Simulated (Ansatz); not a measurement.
## VOCl (Pmmn): Hubbard U and Hund's J by constrained RPA

Wanted: the parameters of a Hubbard-Kanamori model for VOCl (Pmmn).

Calculated with Ansatz 0.2.0; non-magnetic LDA, then constrained RPA, plane waves, PAW.

**1. Starting point**

It takes space group Pmmn (No. 59, orthorhombic). The conventional cell has a = 3.300 Å, b = 3.780 Å, c = 7.910 Å, α = 90.00°, β = 90.00°, γ = 90.00°. Nearest to V lie 4 O at 1.97 to 2.08 Å and 2 Cl at 2.36 Å. Nearest to Cl lie 2 V at 2.36 Å. O has 4 V at 1.97 to 2.08 Å nearest. Farther neighbours and most contacts between anions are not listed.

The cell and positions come from the Crystallography Open Database and are kept as given unless a step says otherwise. The program's search for lower electronic states was switched off, so nothing shows that the state found is the lowest. The default PAW set here is soft_2. Its files were made with PBE.

**2. LDA bands and orbital weights**

This step: DFT, LDA, plane waves, PAW.

The input, input.yaml:

```yaml
crystal:
  lattice:
    - [0.0, 0.0, 3.3]
    - [0.0, -3.78, 0.0]
    - [7.91, 0.0, 0.0]
  atoms:
    - { symbol: V, position: [0.0, 0.5, 0.1148] }
    - { symbol: V, position: [0.5, 0.0, 0.8852] }
    - { symbol: Cl, position: [0.5, 0.5, 0.3279] }
    - { symbol: Cl, position: [0.0, 0.0, 0.6721] }
    - { symbol: O, position: [0.5, 0.5, 0.9542] }
    - { symbol: O, position: [0.0, 0.0, 0.0458] }
kpoints:
  mp_grid: { grid: [8, 6, 4] }
  band_path:
    path:
      - [[0.0, 0.0, 0.0], [0.5, 0.0, 0.0], [0.5, 0.5, 0.0], [0.0, 0.5, 0.0], [0.0, 0.0, 0.0], [0.0, 0.0, 0.5], [0.5, 0.0, 0.5], [0.5, 0.5, 0.5], [0.0, 0.5, 0.5], [0.0, 0.0, 0.5]]
      - [[0.5, 0.0, 0.0], [0.5, 0.0, 0.5]]
      - [[0.0, 0.5, 0.0], [0.0, 0.5, 0.5]]
      - [[0.5, 0.5, 0.0], [0.5, 0.5, 0.5]]
    npoints: 10
hamiltonian:
  xc: lda
scf:
  occupations: { method: gaussian, width: 0.08 }
  n_extra_bands: 24
  max_iter: 150
  lower_state_search: "off"
output:
  eigenvalues: true
  fatbands: true
  write_density: true
  write_potential: true
  elf: true
  volumetric_format: npy
```

Command:

```bash
> ansatz run input.yaml --threads 4 --pin off --max-ram 9216MiB --backend cpu --events-out ev --progress --plain --runs-dir out
```

Numbers of over 12 decimals in the logs are rounded to 6 here.

The program printed:

```text
scf.n_extra_bands = 24 over 26 filled bands (N_el = 52.0): the run solves 50 bands
Engine: ansatz 0.2.0, aarch64-unknown-linux-gnu
Pseudopotentials: kind: paw
Pseudopotential: V, paw, valence charge 13, recommended cutoff 420 eV (normal), V.paw.azcp
Pseudopotential: Cl, paw, valence charge 7, recommended cutoff 420 eV (normal), Cl.paw.azcp
Pseudopotential: O, paw, valence charge 6, recommended cutoff 420 eV (normal), O.paw.azcp
Functional definition: SPW92
  exchange = slater_x
  correlation = pw_c
Crystal: 6 atoms, lattice volume = 98.669 Å³
Basis set: ecut = 420 eV, 1957 PW (Γ)
Bands: 50, of which v1, the nominal top of the filled ones, is band 26 counted from 1 (25 counted from 0)
Symmetry: 8 space group operations
Space group: Pmmn (ITA 59), of the structure as read, at distance tolerance 4.6e-5 Å
k-points: 60 of 192
Non-local potential: V, projectors of the file, l = 0: 3, l = 1: 2, l = 2: 3, l = 3: 1
Non-local potential: Cl, projectors of the file, l = 0: 2, l = 1: 2, l = 2: 2
Non-local potential: O, projectors of the file, l = 0: 2, l = 1: 2, l = 2: 1
PAW form: soft (Blöchl's): semilocal exchange-correlation on the pseudo side does not see the compensation charge
PAW frozen core: V, regenerated for the run's functional, and the local potential with it (the file was generated under x = pbe(κ = 0.804, μ = 0.219515), c = pbe(β = 0.066725))
PAW frozen core: Cl, regenerated for the run's functional, and the local potential with it (the file was generated under x = pbe(κ = 0.804, μ = 0.219515), c = pbe(β = 0.066725))
PAW frozen core: O, regenerated for the run's functional, and the local potential with it (the file was generated under x = pbe(κ = 0.804, μ = 0.219515), c = pbe(β = 0.066725))
PAW one-centre angular grid: V, 590 points (default); XC on 64 Gauss nodes
PAW one-centre angular grid: Cl, 110 points (default); XC on 64 Gauss nodes
PAW one-centre angular grid: O, 110 points (default); XC on 64 Gauss nodes
Initial density: superposition of atomic densities (neutral atoms: chi_scale 0, normalization atom), corrected by the library's trained network
Initial wavefunctions: pseudopotential atomic-orbital guess
Functional: x = slater, c = lda
SCF iter   1: F=—  HF=-8924.240685 eV  |F-HF|=—  |Δ(HF+E_count)|=         —  Δρ=1.23e-2  dr2=1.24e-1  ethr=1.77e-3  ⟨swp⟩=5.5  Hψ=12841  notcnv=0  defer=435
preconditioner: auto → LDOS  [metal: Δε(μ)=0.025 eV  Ē_g=14.782 eV  σ=0.080 eV  W_gap=0.17  n_scr=22 (ndim 8)  ℏωp=22.4 eV  f_vac=0.122  D(μ)=8.87/eV (n_scr^D=102)  β→1.0]
SCF iter   2: F=—  HF=-8924.220653 eV  |F-HF|=—  |Δ(HF+E_count)|=   2.00e-2  Δρ=8.79e-3  dr2=3.02e-2  ethr=2.38e-4  ⟨swp⟩=2.5  Hψ=5214  notcnv=0  defer=954
SCF iter   3: F=—  HF=-8924.209395 eV  |F-HF|=—  |Δ(HF+E_count)|=   1.13e-2  Δρ=2.49e-3  dr2=3.93e-3  ethr=5.82e-5  ⟨swp⟩=2.0  Hψ=3919  notcnv=0  defer=954
SCF iter   4: F=—  HF=-8924.208394 eV  |F-HF|=—  |Δ(HF+E_count)|=   1.00e-3  Δρ=5.21e-4  dr2=2.86e-4  ethr=7.55e-6  ⟨swp⟩=1.2  Hψ=2068  notcnv=0  defer=954
SCF iter   5: F=—  HF=-8924.208344 eV  |F-HF|=—  |Δ(HF+E_count)|=   5.01e-5  Δρ=2.05e-4  dr2=4.80e-5  ethr=5.50e-7  ⟨swp⟩=2.4  Hψ=3328  notcnv=0  defer=954
SCF iter   6: F=—  HF=-8924.208327 eV  |F-HF|=—  |Δ(HF+E_count)|=   1.76e-5  Δρ=6.77e-5  dr2=7.68e-6  ethr=9.23e-8  ⟨swp⟩=2.1  Hψ=2220  notcnv=0  defer=954
SCF iter   7: F=—  HF=-8924.208325 eV  |F-HF|=—  |Δ(HF+E_count)|=   1.09e-6  Δρ=3.33e-5  dr2=1.27e-6  ethr=1.48e-8  ⟨swp⟩=2.0  Hψ=2708  notcnv=0  defer=954
SCF iter   8: F=-8924.208325 eV  HF=-8924.208325 eV  |F-HF|=1.92e-8  |Δ(HF+E_count)|=   2.29e-7  Δρ=6.79e-6  dr2=4.35e-8  ethr=1.92e-10  ⟨swp⟩=9.5  Hψ=14390  notcnv=0
SCF 1 converged in 8 iterations: F = -8924.208325 eV  dr2 = 4.35e-8
  greatest PAW one-centre occupation: 1.000 electrons in one spin orbital (limit 2), on the V atom at site 1 (counted from 0), in its partial waves of l = 0
NSCF: frozen V_eff on 124 k-points
SCF converged after 8 iterations
Free energy (F): -8924.208325 eV
Harris-Foulkes:  -8924.208325 eV  (|F-HF|=1.92e-8)
Internal energy: -8924.179551 eV  (E = F + TS)
E sigma→0 (E₀):  -8924.193938 eV
Entropy (-TS):   -0.028774 eV (-4.796 meV/atom)
Fermi energy:    7.603254 eV
--- Per-component energies (eV) ---
  E_band       = -602.509043
  E_kinetic    = 1334.942237
  E_local      = -6492.232236  (includes V_loc(G=0)·N_el)
  E_nonlocal   = 77.908671
  E_hartree    = 2846.777049
  E_xc         = -611.373055
  E_vxc        = -753.733158  (∫ρ·V_xc dr)
  E_paw        = -3665.606743  (= ΣΔE_a)
  E_vpaw       = -462.939737  (= ΣTr[D̂ρ^β])
  E_aug_tail   = 0.005749  (compensation charges beyond the density's cutoff)
  E_ewald      = -2415.868349
  E_core_change = 1.267126  (= ΣΔE_core)
  E_smearing   = -0.028774  (= −TS)
  E_closure    = -0.000000  (closes the sum)
  Σ components = -8924.208325   (vs F -8924.208325, Δ=0.00e0)
--- Band table (eV; the first three rows and the last of 60) ---
  k-point 0: bands = [... 22 lower, 4.0257, 4.3833, 6.7598, 7.2527, 7.2782, 7.6963, 8.4941, 8.8303, ... 20 higher]
  k-point 1: bands = [... 22 lower, 3.9963, 4.3317, 6.7599, 7.2619, 7.2873, 7.6961, 8.4566, 8.8669, ... 20 higher]
  k-point 2: bands = [... 22 lower, 3.9951, 4.2668, 6.7600, 7.2706, 7.2961, 7.6960, 8.4247, 8.8976, ... 20 higher]
  k-point 59: bands = [... 22 lower, 3.6277, 3.6277, 7.4119, 7.4119, 7.7939, 7.7939, 8.1880, 8.1880, ... 20 higher]
```

The job ended after 11 s (4 threads of Arm Neoverse V1, shared host; peak memory 0.64 GiB).

The column dr2 measures how far the density is from self-consistency, as an energy; F and HF (Harris–Foulkes) agree once it is small.

Electronic bands along the path, in eV, zero at the Fermi level:

| point | band 23 | band 24 | band 25 | band 26 | band 27 | band 28 | band 29 | band 30 |
| --- | --- | --- | --- | --- | --- | --- | --- | --- |
| Γ | -3.58 | -3.22 | -0.84 | -0.35 | -0.33 | 0.09 | 0.89 | 1.23 |
| halfway | -3.70 | -3.45 | -0.50 | 0.05 | 0.10 | 0.15 | 0.71 | 1.00 |
| X | -3.37 | -3.37 | -0.06 | -0.06 | 0.18 | 0.18 | 0.58 | 0.58 |
| halfway | -3.74 | -3.74 | -0.15 | -0.15 | 0.12 | 0.12 | 0.36 | 0.36 |
| S | -4.09 | -4.09 | -0.17 | -0.17 | 0.17 | 0.17 | 0.64 | 0.64 |
| halfway | -4.11 | -4.11 | -0.16 | -0.16 | 0.22 | 0.22 | 0.48 | 0.48 |
| Y | -3.71 | -3.71 | -0.51 | -0.51 | 0.30 | 0.30 | 0.54 | 0.54 |
| halfway | -3.65 | -3.50 | -0.41 | -0.27 | -0.18 | 0.21 | 0.34 | 0.52 |
| Γ | -3.58 | -3.22 | -0.84 | -0.35 | -0.33 | 0.09 | 0.89 | 1.23 |
| halfway | -3.61 | -3.27 | -0.84 | -0.34 | -0.32 | 0.09 | 0.85 | 1.26 |
| Z | -3.61 | -3.34 | -0.84 | -0.33 | -0.31 | 0.09 | 0.82 | 1.29 |
| halfway | -3.66 | -3.48 | -0.53 | 0.04 | 0.08 | 0.20 | 0.70 | 1.01 |
| U | -3.37 | -3.37 | -0.07 | -0.07 | 0.17 | 0.17 | 0.58 | 0.58 |
| halfway | -3.67 | -3.67 | -0.15 | -0.15 | 0.12 | 0.12 | 0.32 | 0.32 |
| R | -3.98 | -3.98 | -0.19 | -0.19 | 0.19 | 0.19 | 0.58 | 0.58 |
| halfway | -3.86 | -3.86 | -0.18 | -0.18 | 0.38 | 0.38 | 0.48 | 0.48 |
| T | -3.44 | -3.44 | -0.53 | -0.53 | 0.29 | 0.29 | 0.49 | 0.49 |
| halfway | -3.60 | -3.55 | -0.41 | -0.26 | -0.19 | 0.21 | 0.24 | 0.59 |
| Z | -3.61 | -3.34 | -0.84 | -0.33 | -0.31 | 0.09 | 0.82 | 1.29 |
| jump to X | -3.37 | -3.37 | -0.06 | -0.06 | 0.18 | 0.18 | 0.58 | 0.58 |
| halfway | -3.37 | -3.37 | -0.06 | -0.06 | 0.17 | 0.17 | 0.58 | 0.58 |
| U | -3.37 | -3.37 | -0.07 | -0.07 | 0.17 | 0.17 | 0.58 | 0.58 |
| jump to Y | -3.71 | -3.71 | -0.51 | -0.51 | 0.30 | 0.30 | 0.54 | 0.54 |
| halfway | -3.69 | -3.69 | -0.52 | -0.52 | 0.30 | 0.30 | 0.52 | 0.52 |
| T | -3.44 | -3.44 | -0.53 | -0.53 | 0.29 | 0.29 | 0.49 | 0.49 |
| jump to S | -4.09 | -4.09 | -0.17 | -0.17 | 0.17 | 0.17 | 0.64 | 0.64 |

Of the projections kept (V 3d, Cl 3p, O 2p), the largest for each band there; the rest of the weight can lie on other orbitals:

| point | band 23 | band 24 | band 25 | band 26 | band 27 | band 28 | band 29 | band 30 |
| --- | --- | --- | --- | --- | --- | --- | --- | --- |
| Γ | Cl 3p 0.69 | Cl 3p 0.59 | V 3d 1.00 | V 3d 0.77 | V 3d 0.95 | V 3d 1.00 | V 3d 0.81 | V 3d 0.74 |
| X | Cl 3p 0.88 | Cl 3p 0.88 | V 3d 0.83 | V 3d 0.83 | V 3d 0.97 | V 3d 0.97 | V 3d 0.82 | V 3d 0.82 |
| S | Cl 3p 0.86 | Cl 3p 0.86 | V 3d 0.91 | V 3d 0.91 | V 3d 0.90 | V 3d 0.90 | V 3d 0.84 | V 3d 0.84 |
| Y | Cl 3p 0.78 | Cl 3p 0.78 | V 3d 0.92 | V 3d 0.92 | V 3d 0.91 | V 3d 0.91 | V 3d 0.81 | V 3d 0.81 |
| Γ | Cl 3p 0.69 | Cl 3p 0.59 | V 3d 1.00 | V 3d 0.77 | V 3d 0.95 | V 3d 1.00 | V 3d 0.81 | V 3d 0.74 |
| Z | Cl 3p 0.91 | Cl 3p 0.57 | V 3d 1.00 | V 3d 0.95 | V 3d 0.78 | V 3d 1.00 | V 3d 0.82 | V 3d 0.73 |

Electrostatic potential energy in the ac plane at fractional y = 0.000, with atoms of V and Cl and O within 0.2 Å of it. With pseudopotentials it is smooth inside the atoms' cores, unlike the true potential.

Ten even steps from '0' (-44 eV) to '9' (13 eV), each cell a mean:
```
56787643333467876
88886433443346888
99885334444335889
99886433333346889
88887654334567888
34578887777888754
00136889999886310
00025899999985200
00036899999986300
33578999999998753
78899999999999988
99999999999999999
99999999999999999
99999999999999999
99999999999999999
99999999999999999
99999999999999999
99999999999999999
99999999999999999
99999999999999999
77899999999999987
11369999999999631
00148999889998410
01258887777888521
```
Columns run along a (3.3 Å; values clipped at the 3rd and 97th percentile), rows up along c (7.9 Å). Atoms in or near the plane, at fractional coordinates: V at (0.50, 0.89), Cl at (0.00, 0.67), O at (0.00, 0.05).

Valence density in the ac plane at fractional y = 0.000, with atoms of V and Cl and O within 0.2 Å of it. It is the smooth field of the valence electrons, not physical close to the nuclei.

Ten steps, logarithmic in the rise over the least value, from '_' (0 e/Å³) to '@' (16 e/Å³), each cell a mean:
```
++++==------==++****++==------==++
--::::::--==##%%@@@@%%##==--::::::
......::--++##@@@@@@@@##++--::....
::::::::::==**%%%%%%%%**==::::::::
------::::--==++****++==--::::----
========--::::::----::::::--======
==++++++==--::........::--==++++++
__--++++==--::........::--==++++--
====++++==::....____....::==++++==
++++==--::::..________..::::--==++
----::::....____________....::::--
......________________________....
__________________________________
__________________________________
__________________________________
__________________________________
__________________________________
__________________________________
__________________________________
::::....____________________....::
====--::....____________....::--==
####**==--::..________..::--==**##
%%%%##++--::............::--++##%%
####**++--::::::::::::::::--++**##
```
Columns run along a (3.3 Å), rows up along c (7.9 Å). Atoms in or near the plane, at fractional coordinates: V at (0.50, 0.89), Cl at (0.00, 0.67), O at (0.00, 0.05).

(Part 1 of 2 ends here.)

[Paths, hosts, dates, memory and timing lines, banners, echoed tables and standing remarks are left out of the program output.]

[Logs are printed without paths, hosts, clocks, repeated set-up lines and the standing remarks that a program may print on its own settings, such as how far it seeks lower states.]

[Runs of the session that timed out or met a known fault of the program may be left out.]

[Hosts, paths, dates, database ids (printed as entryN), source tags and the programs' standing remarks are cut or masked in the printed files.]
